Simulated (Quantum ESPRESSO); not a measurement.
## InP (F-43m): phonon deformation potentials, worked out

Aim: the phonon deformation potentials p and q of InP (F-43m), tested on a biaxially strained cell.

Program: Quantum ESPRESSO 7.5. Level of theory: DFT LDA, scalar-relativistic, plane waves, PseudoDojo norm-conserving pseudopotentials. Results are calculated unless marked as measured.

The database entry behind the starting cell differs from later determinations by our own check (0.1 to 0.3 % short, probably kX units), so it need not match the best structure at ambient conditions.

### Step 1. Set-up

It takes space group F-43m (No. 216, cubic). The conventional cell has a = 5.823 Å, b = 5.823 Å, c = 5.823 Å, α = 90.00°, β = 90.00°, γ = 90.00°. Nearest to In lie 4 P at 2.52 Å. P has 4 In at 2.52 Å nearest. Farther neighbours are not listed.

Coordinates:

```
In P
1.0
    -2.91138    0.00000    2.91138
     0.00000    2.91138    2.91138
    -2.91138    2.91138    0.00000
In P
1 1
Direct
  0.00000 0.00000 0.00000
  0.25000 0.25000 0.25000
```

This is the cell after its relaxation at this level of theory, not the database cell from which that began.

### Step 2. Uniaxial strain

The relaxed cell is stretched along z alone. This keeps all atoms on sites fixed by symmetry and splits the threefold mode into a singlet, polarised along z, and a doublet. The macroscopic field is left out, so these are transverse modes. Cutoff 77 Ry, k mesh 8×8×8 with shifts.

From the response at ε_zz = 0.01:

The log of the run:

```text
[banners, grids, parts of the stress and lines that vanish by symmetry left out]
Program PHONON v.7.5
     Reading xml data from directory:

[...]
Exchange-correlation= PW
                           (   1   4   0   0   0   0   0)
[...]
kinetic-energy cut-off    =      77.0000  Ry
     charge density cut-off    =     308.0000  Ry
     convergence threshold     =      1.0E-18
[...]
Exchange-correlation= PW
                           (   1   4   0   0   0   0   0)
[...]
q = (   0.0000000   0.0000000   0.0000000 )
      9 Sym.Ops. (with q -> -q+G )
     G cutoff =  477.0437  (  30675 G-vectors)     FFT grid: ( 45, 45, 45)
     number of k points=   144
[...]
Mode symmetry, D_2d (-42m) point group:
[...]
Representation #   1 mode #   1
[...]
End of self-consistent calculation
     Convergence has been achieved
     Representation #   2 mode #   2
[...]
End of self-consistent calculation
     Convergence has been achieved
     Representation #   3 modes #   3   4
[...]
End of self-consistent calculation
     Convergence has been achieved
     Representation #   4 modes #   5   6
[...]
End of self-consistent calculation
     Convergence has been achieved
[...]
q = (    0.000000000   0.000000000   0.000000000 )
[...]
freq (    1) =      -0.044470 [THz] =      -1.483352 [cm-1]
     freq (    2) =      -0.044470 [THz] =      -1.483352 [cm-1]
     freq (    3) =      -0.044072 [THz] =      -1.470085 [cm-1]
     freq (    4) =       8.986544 [THz] =     299.758846 [cm-1]
     freq (    5) =       8.986544 [THz] =     299.758846 [cm-1]
     freq (    6) =       9.022315 [THz] =     300.952034 [cm-1]
[...]
Mode symmetry, D_2d (-42m) point group:
     freq (   1-   1) =         -1.5  [cm-1]   --> B_2  X_3  W_2   I+R
     freq (   2-   3) =         -1.5  [cm-1]   --> E    X_5  W_3   I+R
     freq (   4-   5) =        299.8  [cm-1]   --> E    X_5  W_3   I+R
     freq (   6-   6) =        301.0  [cm-1]   --> B_2  X_3  W_2   I+R

   JOB DONE.
```

| ε_zz | singlet (cm⁻¹) | doublet (cm⁻¹) | σ_zz (GPa) | σ_xx (GPa) |
| --- | --- | --- | --- | --- |
| -0.01 | 307.21 | 308.61 | -1.017 | -0.585 |
| -0.005 | 305.70 | 306.37 | -0.506 | -0.287 |
| 0 | 304.15 | 304.15 | 0.000 | 0.000 |
| 0.005 | 302.57 | 301.95 | 0.501 | 0.277 |
| 0.01 | 300.95 | 299.76 | 0.997 | 0.544 |

Stress is counted positive in tension.

### Step 3. The fit

To first order ω² − ω₀² = p ε_zz + q (ε_xx + ε_yy) for the mode along z, and likewise for x and y. With ε_zz alone the singlet gives p and the doublet q.

The linear terms of parabolas through ω² are p = -2.06 ω₀² and q = -2.91 ω₀², with ω₀ = 304.1 cm⁻¹. Those of the stresses are C11 = 101 GPa and C12 = 56 GPa. Under hydrostatic strain p and q imply γ = −(p + 2q)/(6 ω₀²) = 1.31.

A layer held to an in-plane strain ε and free along z takes ε_zz = −2 (C12/C11) ε = -1.121 ε. To first order the singlet then shifts by (q − p C12/C11) ε / ω₀ = -534 ε cm⁻¹. For ε = 0.006, ε_zz = -0.00673, the formulas for ω² predict 300.93 cm⁻¹ for the singlet and 302.59 cm⁻¹ for the doublet.

### Step 4. A biaxially strained cell

This run was no part of the fit.

The log of the run:

```text
[banners, grids, parts of the stress and lines that vanish by symmetry left out]
[banner, memory and clock lines left out]
Program PHONON v.7.5

[...]
Exchange-correlation= PW
                           (   1   4   0   0   0   0   0)
[...]
kinetic-energy cut-off    =      77.0000  Ry
     charge density cut-off    =     308.0000  Ry
     convergence threshold     =      1.0E-18
[...]
Exchange-correlation= PW
                           (   1   4   0   0   0   0   0)
[...]
q = (   0.0000000   0.0000000   0.0000000 )
      9 Sym.Ops. (with q -> -q+G )
     G cutoff =  471.9715  (  30635 G-vectors)     FFT grid: ( 45, 45, 45)
     number of k points=   144
[...]
Mode symmetry, D_2d (-42m) point group:
[...]
Representation #   1 mode #   1
[...]
End of self-consistent calculation
     Convergence has been achieved
     Representation #   2 mode #   2
[...]
End of self-consistent calculation
     Convergence has been achieved
     Representation #   3 modes #   3   4
[...]
End of self-consistent calculation
     Convergence has been achieved
     Representation #   4 modes #   5   6
[...]
End of self-consistent calculation
     Convergence has been achieved
[...]
q = (    0.000000000   0.000000000   0.000000000 )
[...]
freq (    1) =      -0.039150 [THz] =      -1.305911 [cm-1]
     freq (    2) =      -0.038605 [THz] =      -1.287723 [cm-1]
     freq (    3) =      -0.038605 [THz] =      -1.287723 [cm-1]
     freq (    4) =       9.022669 [THz] =     300.963858 [cm-1]
     freq (    5) =       9.069762 [THz] =     302.534680 [cm-1]
     freq (    6) =       9.069762 [THz] =     302.534680 [cm-1]
[...]
Mode symmetry, D_2d (-42m) point group:
     freq (   1-   1) =         -1.3  [cm-1]   --> B_2  X_3  W_2   I+R
     freq (   2-   3) =         -1.3  [cm-1]   --> E    X_5  W_3   I+R
     freq (   4-   4) =        301.0  [cm-1]   --> B_2  X_3  W_2   I+R
     freq (   5-   6) =        302.5  [cm-1]   --> E    X_5  W_3   I+R
```

| mode | predicted (cm⁻¹) | run (cm⁻¹) |
| --- | --- | --- |
| singlet | 300.93 | 300.96 |
| doublet | 302.59 | 302.53 |

The stress along z is 0.003 GPa and that in the plane 0.555 GPa; the unstrained cell carries 0.000 GPa.

### Step 5. Outcome

```yaml
p_in_units_of_the_squared_frequency: -2.058
q_same_units: -2.909
shift_of_the_singlet_per_unit_of_biaxial_strain: -534 cm⁻¹
c11_and_c12: 101 and 56 GPa
```

What this shows: To first order, one per cent of tensile biaxial strain moves the singlet of InP (F-43m) by -5.3 cm⁻¹ and the doublet by -2.6 cm⁻¹; the formulas miss the test run by up to 0.06 cm⁻¹. In backscattering from (001) the mode polarised along z is the one seen in diamond and zinc-blende crystals; in a polar crystal it is the LO mode, whose potentials differ somewhat from these. The third potential, r, needs shear strain and a relaxation of the atoms, which was not run. These are harmonic values at zero temperature.

[Host names and launcher messages were left out of these logs when they were recorded.]

[Logs are printed without paths, hosts, clocks, repeated set-up lines and the standing remarks that a program may print on its own settings, such as how far it seeks lower states.]

[Hosts, paths, dates, database ids (printed as entryN), source tags and the programs' standing remarks are cut or masked in the printed files.]
